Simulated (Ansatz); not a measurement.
# Cs on Co(0001): change of the work function, part 4 of 4

Wanted: Δφ(θ) for Cs/Co(0001), starting from the fcc site.

Ansatz 0.2.0; plane-wave DFT, PBE, Ansatz PAW.

So far, work function, upper face (eV): step 2 (the clean slab) 4.93; step 3 (37 atoms, coverage 0.111 ML, cell 3x3) 1.56.

## (4) Adsorbate added, k-mesh 6×6×1, coverage 0.25 ML (continued)

Projected DOS per atom, spin up over height of the atomic layer and energy from the Fermi level. Layers: Co4 Co4 Co4 Co4 Cs from below.

Ten even steps from '0' (0.00 states/eV) to '9' (2.02 states/eV), each cell a mean:
```
00000
00000
00002
00001
10011
11220
68970
76560
64450
96790
86680
34430
44440
34430
13420
12210
00000
00000
00000
00000
00000
00000
```
Columns: height of the atomic layer (Å) from 9 to 18.1 (not evenly spaced); rows upwards: energy from the Fermi level (eV) from -7.96 to 1.95.

Projected DOS per atom, spin down over height of the atomic layer and energy from the Fermi level. Layers: Co4 Co4 Co4 Co4 Cs from below.

Ten even steps from '_' (0.00 states/eV) to '@' (1.81 states/eV), each cell a mean:
```
__________
==++++==..
%%%%####..
##====**::
==----==__
##******__
@@****@@__
**++==**..
::::::::__
==++====__
::----::__
::--==::__
..::::..__
........__
__....____
__________
__________
__________
__________
__________
__________
__________
```
Columns: height of the atomic layer (Å) from 9 to 18.1 (not evenly spaced); rows upwards: energy from the Fermi level (eV) from -7.96 to 1.95.

Site moment by atom:

| atom | site moment (μB) |
| --- | --- |
| Co1 | 1.82 |
| Co2 | 1.76 |
| Co3 | 1.73 |
| Co4 | 1.74 |
| Co5 | 1.82 |
| Co6 | 1.76 |
| Co7 | 1.73 |
| Co8 | 1.74 |
| Co9 | 1.82 |
| Co10 | 1.76 |
| Co11 | 1.73 |
| Co12 | 1.74 |
| Co13 | 1.82 |
| Co14 | 1.75 |
| Co15 | 1.74 |
| Co16 | 1.78 |
| Cs17 | -0.01 |

Spin density in the ca plane at fractional y = 0.000, with atoms of Co within 0.2 Å of it.

Ten even steps from '0' (0.0 e/Å³) to '9' (5.7 e/Å³), each cell a mean:
```
00000025200000000251000000000000000000000000
00000000000000000000000000000000000000000000
00000000000000000000000000000000000000000000
00000000000000000000000000000000000000000000
00000000000000000000000000000000000000000000
00000025200000000251000000000000000000000000
00000039300000000492000000000000000000000000
00000001000000000010000000000000000000000000
00000000000000000000000000000000000000000000
00000000000000000000000000000000000000000000
00000000000000000000000000000000000000000000
00000001000000000010000000000000000000000000
00000039300000000492000000000000000000000000
```
Columns run along c (16.0 Å, from fractional 0.31 to 0.89 of the cell), rows up along a (5.0 Å). Atoms in or near the plane, at fractional coordinates: Co at (0.40, 0.00), Co at (0.55, 0.00), Co at (0.40, 0.50), Co at (0.55, 0.50).

Valence density in the ca plane at fractional y = 0.000, with atoms of Co within 0.2 Å of it. It is the smooth field of the valence electrons, not physical close to the nuclei.

Ten steps, logarithmic in the rise over the least value, from '0' (0 e/Å³) to '9' (43 e/Å³), each cell a mean:
```
01111368631111113786200000000000000000000000
11111134311111111342100000000000000000000000
12211111111122111111000000000000000000000000
12211111111122111111000000000000000000000000
11111134311111111342100000000000000000000000
01111368631111113786200000000000000000000000
01111389731111114897200000000000000000000000
11111256521111112564100001111000000000000000
12211112111122111121000012221100000000000000
13211111111123111111000012222100000000000000
12211112111122111121000012221100000000000000
11111256521111112564100001111000000000000000
01111389731111114897200000000000000000000000
```
Columns run along c (16.0 Å, from fractional 0.31 to 0.89 of the cell), rows up along a (5.0 Å). Atoms in or near the plane, at fractional coordinates: Co at (0.40, 0.00), Co at (0.55, 0.00), Co at (0.40, 0.50), Co at (0.55, 0.50).

Electrostatic potential energy in the ca plane at fractional y = 0.000, with atoms of Co within 0.2 Å of it. With pseudopotentials it is smooth inside the atoms' cores, unlike the true potential.

Values in eV, 7 rows by 16 columns, each cell a mean:
```
  1   1 -36 -12   1   0 -37 -10   6   5   5   6   6   7   7   7
-15  -1   0   3 -14  -2   0   5   7   6   6   6   6   7   7   7
 -3   1 -26  -7  -2   0 -27  -5   7   5   5   6   6   7   7   7
  4   0 -48 -20   4  -2 -49 -17   5   0   2   5   6   7   7   7
 -8   0 -13  -2  -7   0 -13   0   1 -18  -7   5   6   7   7   7
-12  -1  -5   1 -11  -1  -5   3   0 -20  -9   5   6   7   7   7
  3   0 -44 -18   3  -1 -45 -14   4  -4   1   5   6   7   7   7
```
Columns run along c (16.0 Å, from fractional 0.31 to 0.89 of the cell; values clipped at the 3rd and 97th percentile), rows up along a (5.0 Å). Atoms in or near the plane, at fractional coordinates: Co at (0.40, 0.00), Co at (0.55, 0.00), Co at (0.40, 0.50), Co at (0.55, 0.50).

The relaxation took 5 steps and lowered the energy by 0.12 eV; the largest force on the free atoms ends at 0.0056 eV/Å.

By hand: a sheet of dipoles makes a step −p/(ε₀A) in the electron's potential. With e/ε₀ = 180.95 V·Å, p = 0.3759 e·Å and A = 21.82 Å², that is −180.95 × (0.3759) / 21.82 = -3.117 eV, and the two vacuum levels of the run differ by -3.117 eV.

The covered face has 1.85 eV, -3.07 eV against the clean one; the bare back face has moved by -0.02 eV, a measure of how thin the slab is.

## (5) Work function against coverage

This step: plane-wave DFT, PBE, Ansatz PAW; work function against coverage (Ansatz 0.2.0).

The runs are now put side by side.

This step gave:

```
work function of the clean face     : 4.925 eV
largest change of the work function : -3.366 eV
```

Table of work function of the covered face by coverage:

| coverage (adsorbates/nm²) | work function of the covered face (eV) |
| --- | --- |
| 0.00 | 4.93 |
| 2.04 | 1.56 |
| 4.58 | 1.85 |

The dipole per adsorbate comes from the change of the cell's dipole. Coverage, by row:

| coverage (1/nm²) | coverage (ML) | work function (eV) | change (eV) | dipole per adsorbate, positive end outwards (debye) | mean height of the added atoms over the highest substrate atom (Å) |
| --- | --- | --- | --- | --- | --- |
| 2.036 | 0.1111 | 1.56 | -3.366 | 4.365 | 3.054 |
| 4.582 | 0.25 | 1.855 | -3.07 | 1.769 | 3.033 |

## (6) Summary of results

```json
{"work function of the clean face": "4.93 eV", "work function at 0.11 ML": "1.56 eV", "work function at 0.25 ML": "1.85 eV", "dipole per adsorbate at 0.11 ML, positive end outwards": "4.37 D"}
```

What this shows: Cs lowers the work function of Co(0001) at the lowest coverage, by 3.37 eV: the adsorbate layer has its positive end outwards. The slab has 4 layers, at the tabulated experimental lattice constant, one starting site was run, and quantum-size effects of a slab this thin can reach one or two tenths of an eV. The magnetic order is the one reached from the typed start; other orders were not compared.

[Logs are printed without paths, hosts, clocks, repeated set-up lines and the standing remarks that a program may print on its own settings, such as how far it seeks lower states.]

[Hosts, paths, dates, database ids (printed as entryN), source tags and the programs' standing remarks are cut or masked in the printed files.]

[Maps of the electrostatic potential energy from Ansatz leave out the sawtooth potential of an applied field or a dipole correction, so their vacuum need not be flat; planar profiles and work functions include it.]
